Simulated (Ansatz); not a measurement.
# ScSI, from a guessed structure to a relaxed one, part 2 of 2

Starting from a made-up structure for ScSI, the aim is the relaxed cell, its shortest contacts and, where a second run follows, its electronic structure.

Ansatz 0.2.0; DFT, PBE, plane-wave PAW, files of the set soft_1, scalar-relativistic, no spin, cell and ions relaxed at zero pressure; PAW set soft_1 (the session's first sound run).

So far: The structure; Relaxation of the guess. The relaxed cell has a = 4.830, c = 6.836 Å (conventional setting).

### Step 3. Bands of the relaxed cell

With the geometry fixed, one more self-consistent run, with a narrower smearing and the mesh shown in its input, gives the bands, and its pressure, and its forces where symmetry allows any, show how far the geometry depends on these settings.

This step: DFT, PBE, plane-wave PAW, files of the set soft_1, scalar-relativistic, no spin, bands and density of states at the relaxed cell; PAW set soft_1 (Ansatz 0.2.0).

File input.yaml:

```yaml
crystal:
  lattice:
    - [4.8303967836, 0.0, 0.0]
    - [0.0, 4.8303967836, 0.0]
    - [0.0, 0.0, 6.8358158448]
  atoms:
    - { symbol: I, position: [0.0, 0.0, 0.0] }
    - { symbol: I, position: [0.5, 0.5, 0.0] }
    - { symbol: Sc, position: [0.0, 0.5, 0.3257812843] }
    - { symbol: Sc, position: [0.5, 0.0, 0.6742187157] }
    - { symbol: S, position: [0.5, 0.5, 0.5] }
    - { symbol: S, position: [0.0, 0.0, 0.5] }
kpoints:
  mp_grid: { grid: [6, 6, 6] }
  band_path:
    path:
      - [[0.0, 0.0, 0.0], [0.0, 0.5, 0.0], [0.5, 0.5, 0.0], [0.0, 0.0, 0.0], [0.0, 0.0, 0.5], [0.0, 0.5, 0.5], [0.5, 0.5, 0.5], [0.0, 0.0, 0.5]]
      - [[0.0, 0.5, 0.0], [0.0, 0.5, 0.5]]
      - [[0.5, 0.5, 0.0], [0.5, 0.5, 0.5]]
    npoints: 8
scf:
  occupations: { method: fermi_dirac, width: 0.03 }
  n_extra_bands: 10
hamiltonian:
  xc: pbe
  pseudopotentials: { kind: paw, azcp: { folder: soft_1 } }
output:
  forces: true
  stress: true
  write_bands: true
  dos: { projected: true }
  write_density: true
  write_potential: true
  elf: true
  volumetric_format: npy
```

On the command line:

```
$ ansatz run input.yaml --threads 4 --pin off --max-ram 10240MiB --backend cpu --events-out ev --progress --plain --runs-dir out
```

Numbers of over 12 decimals in the logs are rounded to 6 here.

What it wrote:

```text
[...]
Crystal: 6 atoms, lattice volume = 159.498 Å³
Basis set: ecut = 420 eV, 3059 PW (Γ), exchange–correlation on 72×72×96 points (8 copies of the dense FFT grid, shifted against one another)
Bands: 44, of which v1, the nominal top of the filled ones, is band 34 counted from 1 (33 counted from 0)
Symmetry: 16 space group operations
[...]
k-points: 40 of 216
[...]
SCF iter   1: F=—  HF=-21119.500736 eV  |F-HF|=—  |Δ(HF+E_count)|=         —  Δρ=1.52e-1  dr2=1.24e2  ethr=3.10e-3  ⟨swp⟩=7.2  Hψ=7371  notcnv=0
[...]
SCF iter  11: F=-21108.971516 eV  HF=-21108.971516 eV  |F-HF|=1.30e-8  |Δ(HF+E_count)|=   1.15e-7  Δρ=2.72e-6  dr2=1.57e-8  ethr=1.47e-10  ⟨swp⟩=17.1  Hψ=14454  notcnv=0
SCF 1 converged in 11 iterations: F = -21108.971516 eV  dr2 = 1.57e-8
[...]
NSCF: frozen V_eff on 75 k-points
SCF converged after 11 iterations
Free energy (F): -21108.971516 eV
[...]
Internal energy: -21108.969137 eV  (E = F + TS)
E sigma→0 (E₀):  -21108.970326 eV
Entropy (-TS):   -0.002380 eV (-0.397 meV/atom)
Fermi energy:    8.695762 eV
[...]
--- Forces (eV/Å), atoms counted from 1 ---
  atom   1  I      0.00000000     0.00000000    -0.00000000
  atom   2  I      0.00000000     0.00000000     0.00000000
  atom   3  Sc     0.00000000     0.00000000    -0.01102940
  atom   4  Sc     0.00000000     0.00000000     0.01102940
  atom   5  S      0.00000000     0.00000000     0.00000000
  atom   6  S      0.00000000     0.00000000    -0.00000000
  max |Σ_I F_I| component: 8.33e-17 eV/Å
--- Stress (GPa, compression-positive) ---
        0.034831       0.000000       0.000000
        0.000000       0.034831       0.000000
        0.000000       0.000000      -0.017577
  P = ⅓ Tr σ = 0.0174 GPa (0.174 kbar)
--- Band table (eV; the first three rows and the last of 40) ---
  k-point 0: bands = [... 30 lower, 6.6216, 7.5742, 7.5742, 8.1278, 8.6907, 9.2545, 9.3469, 9.6032, ... 6 higher]
  k-point 1: bands = [... 30 lower, 6.4888, 7.5812, 7.5812, 7.7042, 8.7027, 9.0837, 9.5002, 9.5847, ... 6 higher]
  k-point 2: bands = [... 30 lower, 6.5217, 6.8333, 7.5946, 7.5946, 8.7282, 9.0129, 9.5462, 9.6144, ... 6 higher]
  k-point 39: bands = [... 30 lower, 6.2246, 6.2246, 8.5598, 8.5598, 8.9349, 8.9349, 9.3647, 9.3647, ... 6 higher]
```

The job ended after 3 s (4 threads of AMD EPYC 9B45 (Zen 5), shared host; peak memory 0.75 GiB; 11 s of CPU time).

Reading the cycles: dr2 is the Hartree energy of the density residual (eV), the measure of convergence; HF is the Harris–Foulkes estimate of the energy, which meets the free energy F at convergence.

This step gave:

```
free energy             : -21108.9715 eV
energy at zero smearing : -21108.9703 eV
smearing term TS        : 0.002380 eV
Fermi energy            : 8.696 eV
pressure                : 0.01736 GPa
```

From bands.tsv, the bands that come nearest the Fermi level along the path, at its corners, in eV from the Fermi level:

```tsv
point	band 31	band 32	band 33	band 34	band 35	band 36	band 37	band 38
Γ	-2.07	-1.12	-1.12	-0.57	-0.01	0.56	0.65	0.91
X	-3.08	-3.08	-1.46	-1.46	0.57	0.57	0.90	0.90
M	-1.40	-1.40	0.00	0.00	0.10	0.10	0.75	0.75
Γ	-2.07	-1.12	-1.12	-0.57	-0.01	0.56	0.65	0.91
Z	-2.16	-2.16	-1.09	-1.09	0.05	0.31	0.83	0.97
R	-3.31	-3.31	-3.29	-3.29	0.56	0.56	0.64	0.64
A	-2.47	-2.47	-0.14	-0.14	0.24	0.24	0.67	0.67
Z	-2.16	-2.16	-1.09	-1.09	0.05	0.31	0.83	0.97
X	-3.08	-3.08	-1.46	-1.46	0.57	0.57	0.90	0.90
R	-3.31	-3.31	-3.29	-3.29	0.56	0.56	0.64	0.64
M	-1.40	-1.40	0.00	0.00	0.10	0.10	0.75	0.75
A	-2.47	-2.47	-0.14	-0.14	0.24	0.24	0.67	0.67
```

Counts of states for the cell as run, both spins, by energy window (eV from the Fermi level):

| from | to | total |
| --- | --- | --- |
| -8 | -7 | 0.00 |
| -7 | -6 | 0.03 |
| -6 | -5 | 2.95 |
| -5 | -4 | 7.58 |
| -4 | -3 | 4.04 |
| -3 | -2 | 5.23 |
| -2 | -1 | 3.19 |
| -1 | 0 | 1.00 |
| 0 | 1 | 7.84 |

A further 44.0 states lie below the table's range.

Electrostatic potential energy in the ac plane at fractional y = 0.000, with atoms of I and Sc and S within 0.2 Å of it. With pseudopotentials it is smooth inside the atoms' cores, unlike the true potential.

Ten even steps from '_' (-36 eV) to '@' (12 eV), each cell a mean:
```
##--::##@@@@@@@@@@@@%%++..++
....++%%@@@@@@@@@@@@@@##--..
++**%%@@@@%%%%%%%%%%@@%%##++
%%@@@@@@%%##++++**##%%@@@@@@
@@@@@@%%##==..__::++%%@@@@@@
@@@@@@%%**..______--##@@@@@@
##%%@@%%**..______==##%%%%%%
::==##%%##==....::**%%%%**::
....++%%%%##**++**%%%%##--__
::__==%%@@%%%%%%%%@@@@##::..
__::**@@@@@@@@@@@@@@@@%%==..
++##%%@@@@@@@@@@@@@@@@@@%%**
@@@@@@@@@@@@@@@@@@@@@@@@@@@@
@@@@@@@@@@@@@@@@@@@@@@@@@@@@
@@@@@@@@@@@@@@@@@@@@@@@@@@@@
##%%@@@@@@@@@@@@@@@@@@@@%%##
::--##@@@@@@@@@@@@@@@@%%++::
==..--%%@@@@@@@@@@@@@@**..--
@@==..##@@@@@@@@@@@@%%==..##
```
Columns run along a (4.8 Å; values clipped at the 3rd and 97th percentile), rows up along c (6.8 Å). Atoms in or near the plane, at fractional coordinates: I at (0.00, 0.00), Sc at (0.50, 0.67), S at (0.00, 0.50).

ELF in the ac plane at fractional y = 0.000, with atoms of I and Sc and S within 0.2 Å of it. It is the smooth field of the valence electrons, not physical close to the nuclei.

Ten even steps from '0' (0.00) to '9' (0.88), each cell a mean:
```
33687200148743
45786200048864
77874100026887
55531234312455
11111676740111
44313742661234
99843742662689
89972577734899
16983123216993
04985000027981
57984100026886
99863000014789
76421000001356
21100000000011
33210000001223
77652000013677
56774100026776
34675100037753
53576200047743
```
Columns run along a (4.8 Å), rows up along c (6.8 Å). Atoms in or near the plane, at fractional coordinates: I at (0.00, 0.00), Sc at (0.50, 0.67), S at (0.00, 0.50).

Valence density in the ac plane at fractional y = 0.000, with atoms of I and Sc and S within 0.2 Å of it. It is the smooth field of the valence electrons, not physical close to the nuclei.

Ten steps, logarithmic in the rise over the least value, from '0' (0 e/Å³) to '9' (13 e/Å³), each cell a mean:
```
98531000012369
75421000012346
33221111111233
22111234311112
11112577631111
11113688752111
33223688742223
44322467532344
34432233212344
24421000012343
44321000001344
43210000001234
22100000000112
11000000000011
11100000000011
32210000000122
54321000001235
87421000002358
99631000012479
```
Columns run along a (4.8 Å), rows up along c (6.8 Å). Atoms in or near the plane, at fractional coordinates: I at (0.00, 0.00), Sc at (0.50, 0.67), S at (0.00, 0.50).

### Step 4. Summary of results

```json
{
 "space group, relaxed": "P4/nmm",
 "conventional cell": "a = 4.830, b = 4.830, c = 6.836 Å; α = 90.0°, β = 90.0°, γ = 90.0°",
 "volume per atom": "26.58 Å³ (guess 28.50)"
}
```

What this shows: ScSI relaxes to P4/nmm with a = 4.830, b = 4.830 and c = 6.836 Å. The guessed volume was 7 % too large. The space group P4/nmm was held in the relaxation, so the end point is a stationary structure within it and may be a saddle against distortions or other arrangements. Bands cross the Fermi level, so it is a metal or semimetal at this level. Semilocal functionals can close a small real gap, so this isn't settled for compounds with anions. On the 6×6×6 mesh with the narrower smearing (relaxed on 6×6×4) the largest force component is 0.011 eV/Å and the largest stress component is 0.035 GPa, within the relaxation's thresholds of 0.015 eV/Å and 0.05 GPa. The cutoff wasn't tested. Spin-orbit coupling is left out, which can matter for elements this heavy. No dispersion term is used, so weakly bound directions may come out too long. Nothing here tests whether the compound is stable against decomposition.

[Logs are printed without paths, hosts, clocks, repeated set-up lines and the standing remarks that a program may print on its own settings, such as how far it seeks lower states.]

[Hosts, paths, dates, database ids (printed as entryN), source tags and the programs' standing remarks are cut or masked in the printed files.]
